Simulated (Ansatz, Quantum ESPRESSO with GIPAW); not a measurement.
**LiF (Griceite): NMR parameters from first principles**

Wanted: NMR shieldings for each site of LiF (Griceite).

**The experiment to be reproduced.** 19F isotropic shift -204.3 ppm, in “NMR parameters in alkali, alkaline earth and rare earth fluorides from first principle calculations” (2011; arXiv:1105.1645). 7Li isotropic shift -1 ppm, in “Composition and Structure of the solid electrolyte interphase on Na-Ion Anodes Revealed by Exo- and Endogenous Dynamic Nuclear Polarization—NMR Spectroscopy” (2024; PMC11378293), quoting earlier work. 7Li isotropic shift -0.3 ppm, in “Computation of NMR Shielding Constants for Solids Using an Embedded Cluster Approach with DFT, Double-Hybrid DFT, and MP2” (2020; PMC7659039), quoting earlier work. Shifts are on the scales named with the reference lines below.

Program: Quantum ESPRESSO with GIPAW 8.0dev (patched build). Level of theory: DFT, PBE, plane-wave PAW (pslibrary 1.0.0 recipes), scalar-relativistic, GIPAW; a patched development version of the program. Results are calculated unless marked as measured.

## Step 1: The starting structure

It takes space group Fm-3m (No. 225, cubic). The conventional cell has a = 4.028 Å, b = 4.028 Å, c = 4.028 Å, α = 90.00°, β = 90.00°, γ = 90.00°. Nearest to F lie 6 Li at 2.01 Å. Nearest to Li lie 6 F at 2.01 Å. Farther neighbours and most contacts between anions are not listed.

Coordinates:

```cif
data_structure
_symmetry_space_group_name_H-M 'Fm-3m'
_symmetry_Int_Tables_number 225
_cell_length_a 4.0280
_cell_length_b 4.0280
_cell_length_c 4.0280
_cell_angle_alpha 90.000
_cell_angle_beta 90.000
_cell_angle_gamma 90.000
_cell_volume 65.35
loop_
_atom_site_label
_atom_site_type_symbol
_atom_site_symmetry_multiplicity
_atom_site_Wyckoff_symbol
_atom_site_fract_x
_atom_site_fract_y
_atom_site_fract_z
_atom_site_occupancy
F1 F 4 b 0.50000 0.00000 0.00000 1
Li1 Li 4 a 0.00000 0.00000 0.00000 1
```

The cell is an entry of the Crystallography Open Database.

## Step 2: Ground state

First the ground state. The response equations take the occupied wavefunctions as exact, so conv_thr is set much tighter than for an energy. No empty states are asked for: the response is solved without them. The mesh has a spacing of 0.34 Å⁻¹ at most. The PAW files were made with ld1.x from the pslibrary 1.0.0 recipes, with GIPAW reconstruction switched on (the recipe of F slightly mended, as the packaged one fails to give a sound file).

run_scf.py

```python
from ase import Atoms
from ase.calculators.espresso import Espresso, EspressoProfile

atoms = Atoms(
    ['F', 'Li'],
    cell=[
        [0.00000000, 2.01400000, 2.01400000],
        [2.01400000, 0.00000000, 2.01400000],
        [2.01400000, 2.01400000, 0.00000000],
    ],
    scaled_positions=[
        [0.50000000, 0.50000000, 0.50000000],
        [0.00000000, 0.00000000, 0.00000000],
    ],
    pbc=True,
)
atoms.calc = Espresso(
    profile=EspressoProfile(command='mpirun -np 4 pw.x -nk 4', pseudo_dir='./'),
    pseudopotentials={
        'F': 'F.pbe-n-kjpaw_psl.1.0.0-gipaw.UPF',
        'Li': 'Li.pbe-sl-kjpaw_psl.1.0.0-gipaw.UPF',
    },
    input_data={
        'control': {'calculation': 'scf', 'prefix': 'x', 'outdir': './tmp/'},
        'system': {'ecutwfc': 55, 'ecutrho': 330, 'nbnd': 5},
        'electrons': {'conv_thr': 1.0e-10, 'mixing_beta': 0.7, 'electron_maxstep': 100},
    },
    kpts=(8, 8, 8),
    koffset=(0, 0, 0),
)
print('energy', atoms.get_potential_energy(), 'eV')
```

ASE writes espresso.pwi from it and starts pw.x, whose log goes to espresso.pwo.

espresso.pwi

```
&CONTROL
   calculation      = 'scf'
   outdir           = './tmp/'
   prefix           = 'x'
   pseudo_dir       = './'
/
&SYSTEM
   nbnd             = 5
   ecutwfc          = 55
   ecutrho          = 330
   ntyp             = 2
   nat              = 2
   ibrav            = 0
/
&ELECTRONS
   electron_maxstep = 100
   conv_thr         = 1e-10
   mixing_beta      = 0.7
/
&IONS
/
&CELL
/
&FCP
/
&RISM
/
ATOMIC_SPECIES
F 18.998403163 F.pbe-n-kjpaw_psl.1.0.0-gipaw.UPF
Li 6.94 Li.pbe-sl-kjpaw_psl.1.0.0-gipaw.UPF

K_POINTS automatic
8 8 8  0 0 0

CELL_PARAMETERS angstrom
0.00000000000000 2.01400000000000 2.01400000000000
2.01400000000000 0.00000000000000 2.01400000000000
2.01400000000000 2.01400000000000 0.00000000000000

ATOMIC_POSITIONS angstrom
F 2.0140000000 2.0140000000 2.0140000000  
Li 0.0000000000 0.0000000000 0.0000000000
```

Launch:

```
$ python run_scf.py
```

The program printed:

```text
Warning: card &CELL ignored
Warning: card &FCP ignored
Warning: card &RISM ignored

     using ibrav=0 with symmetry is DISCOURAGED, use correct ibrav instead

     bravais-lattice index     =            0
     lattice parameter (alat)  =       5.3824  a.u.
     unit-cell volume          =     110.2567 (a.u.)^3
     number of atoms/cell      =            2
     number of atomic types    =            2
     number of electrons       =        10.00
     number of Kohn-Sham states=            5
     kinetic-energy cutoff     =      55.0000  Ry
     charge density cutoff     =     330.0000  Ry
     scf convergence threshold =      1.0E-10
     mixing beta               =       0.7000
     number of iterations used =            8  plain     mixing
     Exchange-correlation= SLA-PW-PBX-PBC
                           (   1   4   3   4   0   0   0)
[...]
F                 7.00    18.99840     F ( 1.00)
     Li                3.00     6.94000     Li( 1.00)

     48 Sym. Ops., with inversion, found
[...]
number of k points=    29
[...]
Dense  grid:    11191 G-vectors     FFT dimensions: (  32,  32,  32)

     Smooth grid:     5985 G-vectors     FFT dimensions: (  25,  25,  25)

     Check: negative core charge=   -0.000003

     Initial potential from superposition of free atoms

     starting charge       9.9954, renormalised to      10.0000
     Starting wfcs are    9 randomized atomic wfcs

     Self-consistent Calculation

     iteration #  1     ecut=    55.00 Ry     beta= 0.70
     Davidson diagonalization with overlap
     ethr =  1.00E-02,  avg # of iterations =  1.0

     total energy              =     -74.62233167 Ry
     estimated scf accuracy    <       0.13562703 Ry

     iteration #  2     ecut=    55.00 Ry     beta= 0.70
     Davidson diagonalization with overlap
     ethr =  1.36E-03,  avg # of iterations =  2.9

     total energy              =     -74.66463858 Ry
     estimated scf accuracy    <       0.10375827 Ry

     iteration #  3     ecut=    55.00 Ry     beta= 0.70
     Davidson diagonalization with overlap
     ethr =  1.04E-03,  avg # of iterations =  2.0

     total energy              =     -74.68437975 Ry
     estimated scf accuracy    <       0.00054101 Ry

[...]
total energy              =     -74.68520891 Ry
[...]
iteration #  8     ecut=    55.00 Ry     beta= 0.70
     Davidson diagonalization with overlap
     ethr =  2.25E-11,  avg # of iterations =  6.2

     total energy              =     -74.68520891 Ry
     estimated scf accuracy    <          1.5E-09 Ry

     iteration #  9     ecut=    55.00 Ry     beta= 0.70
     Davidson diagonalization with overlap
     ethr =  1.53E-11,  avg # of iterations =  2.0

     End of self-consistent calculation
     [one-electron energies left out]

!    total energy              =     -74.68520891 Ry
     total all-electron energy =      -215.097938 Ry
     estimated scf accuracy    <          1.2E-11 Ry

     The total energy is the sum of the following terms:
     one-electron contribution =     -27.07428071 Ry
     hartree contribution      =      17.81032176 Ry
     xc contribution           =     -13.38642670 Ry
     ewald contribution        =     -40.94827666 Ry
     one-center paw contrib.   =     -11.08654660 Ry

     convergence has been achieved in   9 iterations
[...]
JOB DONE.
```

The job ended after 2.2 s (4 MPI ranks of Arm Neoverse V2, shared host; peak memory 0.32 GiB; 7 s of CPU time).

It converged in 9 cycles to an estimated accuracy of 1e-11 Ry, on 29 irreducible k-points.

## Step 3: Magnetic response

A uniform field breaks periodicity, so gipaw.x applies it as a wave of small q and takes the limit. It solves for the first-order states, builds the induced current and gets the field at each nucleus by Biot–Savart; the PAW spheres add what the smooth waves miss near the nuclei. pawproj makes the reconstruction use the PAW data sets' own projectors.

nmr.in

```
&inputgipaw
  job = 'nmr'
  prefix = 'x'
  tmp_dir = './tmp/'
  restart_mode = 'from_scratch'
  verbosity = 'low'
  q_gipaw = 0.01
  spline_ps = .true.
  conv_threshold = 1.0d-14
  use_nmr_macroscopic_shape = .false.
  pawproj(1) = .true.
  pawproj(2) = .true.
/
```

Launch:

```
$ mpirun -np 4 gipaw.x -in nmr.in > nmr.out
```

The program printed:

```text
[banner, memory and clock lines left out]
[a note of our patched build left out]

     Parallelizing q-star over 1 images

     IMPORTANT: XC functional enforced from input :
     Exchange-correlation= PBE
                           (   1   4   3   4   0   0   0)
     Any further DFT definition will be discarded
     Please, verify this is what you really want

     Check: negative core charge=   -0.000003
[...]
alpha_pv=     81.7835 eV

     spline_ps is .false., expect some extrapolation errors

     q-space interpolation up to    66.00 Rydberg

     GIPAW job: nmr
     NMR macroscopic correction: no
[...]
Computing the magnetic susceptibility     isolve=0    ethr=  0.1000E-13
     Starting from scratch
     k-point #    1 of    29      pool #  1    cpu time:       0.3
[...]
End of magnetic susceptibility calculation

     f-sum rule (1st term):
            -7.5175         -0.0000         -0.0000
            -0.0000         -7.5175         -0.0000
            -0.0000          0.0000         -7.5175

     f-sum rule (2nd term):
            -0.3407         -0.0000         -0.0000
            -0.0000         -0.3407         -0.0000
            -0.0000         -0.0000         -0.3407

     f-sum rule (should be    -7.8557):
            -7.8582         -0.0000         -0.0000
            -0.0000         -7.8582         -0.0000
            -0.0000          0.0000         -7.8582

[... susceptibilities left out ...]
     Contributions to the NMR chemical shifts: -------------------------------

     Macroscopic shape contribution in ppm:                    0.00
             0.0000          0.0000          0.0000
             0.0000          0.0000          0.0000
             0.0000          0.0000          0.0000

     Core contribution in ppm:

     Atom  1  F   pos: (  0.707107  0.707107  0.707107)  core sigma:         306.42
     Atom  2  Li  pos: (  0.000000  0.000000  0.000000)  core sigma:           0.00

     Bare contribution in ppm:

     Atom  1  F   pos: (  0.707107  0.707107  0.707107)  bare sigma:         103.00
[...]
Atom  2  Li  pos: (  0.000000  0.000000  0.000000)  bare sigma:          12.12
[...]
Diamagnetic contribution in ppm:

     Atom  1  F   pos: (  0.707107  0.707107  0.707107)  dia sigma:          43.35
[...]
Atom  2  Li  pos: (  0.000000  0.000000  0.000000)  dia sigma:          70.72
[...]
Paramagnetic contribution in ppm:

     Atom  1  F   pos: (  0.707107  0.707107  0.707107)  para sigma:         206.73
[...]
Atom  2  Li  pos: (  0.000000  0.000000  0.000000)  para sigma:          -1.46
[...]
Paramagnetic US occ-occ contribution in ppm:

     Atom  1  F   pos: (  0.707107  0.707107  0.707107)  para_oo sigma:          -0.70
[...]
Atom  2  Li  pos: (  0.000000  0.000000  0.000000)  para_oo sigma:          -0.01
[...]
Paramagnetic US L_R Q_R contribution in ppm:

     Atom  1  F   pos: (  0.707107  0.707107  0.707107)  para_lq sigma:        -296.94
[...]
Atom  2  Li  pos: (  0.000000  0.000000  0.000000)  para_lq sigma:          -0.24
[...]
Total NMR chemical shifts in ppm: ---------------------------------------
     (adopting the Simpson convention for anisotropy and asymmetry)-----------

     Atom  1  F   pos: (  0.707107  0.707107  0.707107)  Total sigma:         361.86
           361.8581          0.0000          0.0000
             0.0000        361.8581          0.0000
             0.0000          0.0000        361.8581

     F       1    anisotropy:      0.00    eta:    0.0000
[...]
Atom  2  Li  pos: (  0.000000  0.000000  0.000000)  Total sigma:          81.13
            81.1322          0.0000         -0.0000
             0.0000         81.1322          0.0000
            -0.0000          0.0000         81.1322

     Li      2    anisotropy:     -0.00    eta:    0.0000
[...]
```

Wall time 14 s (4 MPI ranks); peak memory 0.19 GiB; 55 s of CPU time.

The f-sum rule is met to 0.0025 of 7.9 (0.03 %). Converged shieldings require that this miss be small, but a small miss does not prove them.

From the symmetric part of each tensor, with principal values σ11 ≤ σ22 ≤ σ33: σ_iso is their mean, the span is σ33 − σ11 and the skew 3(σ_iso − σ22)/span. (gipaw.x prints an anisotropy in another convention.)

```csv
site,atom no.,atoms in cell,σ_iso (ppm),span (ppm),skew
F,1,1,361.9,0.0,-
Li,2,1,81.13,0.00,-
```

The macroscopic shape term is switched off. For a spherical sample the valence susceptibility of this run would add about 7 ppm to every site, a rough estimate, since the susceptibility converges slowly and lacks part of the PAW terms. Differences within the crystal don't depend on it, but shieldings of different compounds can't be compared to better than a few ppm without it.

F and Li sit on cubic site symmetry, where the tensor must be isotropic.

The quadrupolar nuclei (7Li) sit on sites where the field gradient vanishes by symmetry, so they have no quadrupolar coupling.

## Step 4: From shieldings to shifts

A shielding is counted from the bare nucleus and a shift from a reference compound, with the opposite sign. A fitted line does better than one reference, as its slope takes up part of the functional's error. For ¹H and ⁷Li, with little paramagnetic shielding, slope and scatter come mostly from geometry, vibration and the shape term.

Reference lines, from the same functional and files: 19F: δ = (115.9 − σ) / 1.171, zero at CFCl3, fitted to 6 measured values, from BaF2, CdF2, KF, MgF2, NaF and ZnF2, with a scatter of 6.7 ppm r.m.s. (this compound left out) (CaF2 fall off this line, as semilocal functionals put their cations' empty d or f shells too low, and are left out), on σ without the shape term; 7Li: δ = (88.17 − σ), zero at aqueous Li+, fitted to 4 measured values, from Li2O, Li2S, LiBr and LiCl, with a scatter of 1.2 ppm r.m.s. (this compound left out), with σ taken with the shape term of a sphere (7.1 ppm here). Kinds of site that fitted badly were split off after the misses were seen, so the scatter is that of the points kept.

Covalently bonded atoms count as neighbours within 1.18 times the sum of their radii. Otherwise a cation's neighbours lie within 1.2 times its shortest bond (1.3 for large cations, each anion's radius taken off where they differ), and an anion's are the cations that count it.

```csv
site,atom no.,atoms in cell,surroundings,bonds (Å),δ_iso (ppm)
F,1,1,bound to Li6,2.014,-210.0
Li,2,1,LiF6,2.014,-0.09
```

Simulated spectrum, 19F MAS at 62.5 kHz, 18.8 T (753.5 MHz), lines broadened by 2 ppm; rigid lattice, with dipolar and J couplings left out: a single narrow line at -210.0 ppm.

Simulated spectrum, 7Li fast MAS, 11.7 T (193.6 MHz), lines broadened by 0.5 ppm; rigid lattice, with dipolar and J couplings and satellite transitions left out: a single narrow line at -0.09 ppm.

## Step 5: What the settings change

Each row names what was changed: another mesh tests the sampling of the zone; another cutoff tests the basis; another functional shows how far the paramagnetic term hangs on the exchange-correlation form.

Changes of σ_iso (ppm) against the run above (PBE, cutoffs 55 and 330 Ry, mesh 8×8×8, 62 s). Times are CPU times of pw.x and gipaw.x together, on 4 MPI ranks of Arm Neoverse V2, shared host; on a shared host they are rough.

```csv
run,CPU time,f-sum miss,F,Li
mesh 10×10×10,94 s,0.0025,+0.0,-0.00
cutoffs 40 and 330 Ry (coarse on purpose),51 s,0.013,-0.7,+0.08
mesh 5×5×5 (coarse on purpose),28 s,0.0042,-0.8,-0.01
Wu-Cohen,58 s,0.0025,-4.6,-0.24
cutoffs 70 and 420 Ry,88 s,6.0e-4,-0.3,-0.00
```

The largest move is -4.6 ppm, on F, from Wu-Cohen.

## Step 6: A bad input

For contrast, the same job on a spoilt input.

scf.in

```
&control
  calculation = 'scf'
  prefix = 'x'
  outdir = './tmp/'
  pseudo_dir = './'
/
&system
  ibrav = 0
  nat = 2
  ntyp = 2
  ecutwfc = 55
  ecutrho = 330
  nbnd = 5
/
&electrons
  conv_thr = 1.0d-10
  mixing_beta = 0.7
  electron_maxstep = 100
/
ATOMIC_SPECIES
  F 18.998 F.pbe-n-kjpaw_psl.1.0.0-gipaw.UPF
  Li 6.940 Li.pbe-sl-kjpaw_psl.1.0.0-gipaw.UPF
CELL_PARAMETERS angstrom
  0.00000000 2.01400000 2.01400000
  2.01400000 0.00000000 2.01400000
  2.01400000 2.01400000 0.00000000
ATOMIC_POSITIONS crystal
  F 0.50000000 0.50000000 0.50000000
  Li 0.00000000 0.00000000 0.00000000
K_POINTS automatic
  8 8 8 0 0 0
```

Launch:

```
$ mpirun -np 4 pw.x -nk 4 -in scf.in > scf.out
```

This SCF reached its threshold; then the response:

nmr.in, as its differences from that of step 3:

```diff
@@ -1,3 +1,3 @@
 &inputgipaw
-  job = 'nmr'
+  job = 'cs'
   prefix = 'x'
```

Launch:

```
$ mpirun -np 4 gipaw.x -in nmr.in > nmr.out
```

The program printed:

```text
[banner, memory and clock lines left out]
[a note of our patched build left out]

     Parallelizing q-star over 1 images

     IMPORTANT: XC functional enforced from input :
     Exchange-correlation= PBE
                           (   1   4   3   4   0   0   0)
     Any further DFT definition will be discarded
     Please, verify this is what you really want

     Check: negative core charge=   -0.000003
[...]
alpha_pv=     81.7835 eV

     spline_ps is .false., expect some extrapolation errors

     q-space interpolation up to    66.00 Rydberg

     GIPAW job: cs

     Error in routine gipaw_main:
     wrong or undefined job in input

     stopping ...
```

Elapsed: 0.78 s, on 4 MPI ranks; peak memory 0.19 GiB.

The program stopped with an error: Error in routine gipaw_main: wrong or undefined job in input. The fault: an unknown job. 

## Step 7: Calculated and measured

```csv
quantity,site,measured,calculated,difference
19F isotropic shift (ppm),F,-204.3,-210.0,-5.7
7Li isotropic shift (ppm),Li,-1,-0.09,+0.91
7Li isotropic shift (ppm),Li,-0.3,-0.09,+0.21
```

## Step 8: Outcome

- 19F shift: -210.0 ppm
- 7Li shift: -0.09 ppm

What this shows: 19F has one site (bound to Li6), with isotropic shift -210.0 ppm. 7Li has one site (LiF6), with isotropic shift -0.09 ppm. Verdict on the shifts: 19F good, missed by 5.8 ppm at most, within the scatter of its line; 7Li good, missed by 0.91 ppm at most, within the scatter of its line. Going to mesh 10×10×10 changes no isotropic shielding by more than 0.008 ppm, so the main run is converged in that respect. Going to cutoffs 70 and 420 Ry changes no isotropic shielding by more than 0.28 ppm, so the main run is converged in that respect. The cheaper run with mesh 5×5×5 takes about 45 % of the time and is off by 0.78 ppm on F. The largest change with the functional is 4.6 ppm in absolute shielding; part of that drops out once each functional has its own reference line. This build of gipaw.x prints that it is not audited and that its numbers are no references by themselves. It also reports spline_ps as false although the input sets it; why was not traced. 1 further run of this session failed or came with warnings and is not shown (1 not converged).

[Banner, clock, file and message-heading lines were taken out of the pw.x and gipaw.x logs.]

[Logs are printed without paths, hosts, clocks, repeated set-up lines and the standing remarks that a program may print on its own settings, such as how far it seeks lower states.]

[Hosts, paths, dates, database ids (printed as entryN), source tags and the programs' standing remarks are cut or masked in the printed files.]

[Where no reference line passes its bar on scatter, no shift is given, so a measured shift of this compound may stand uncompared.]
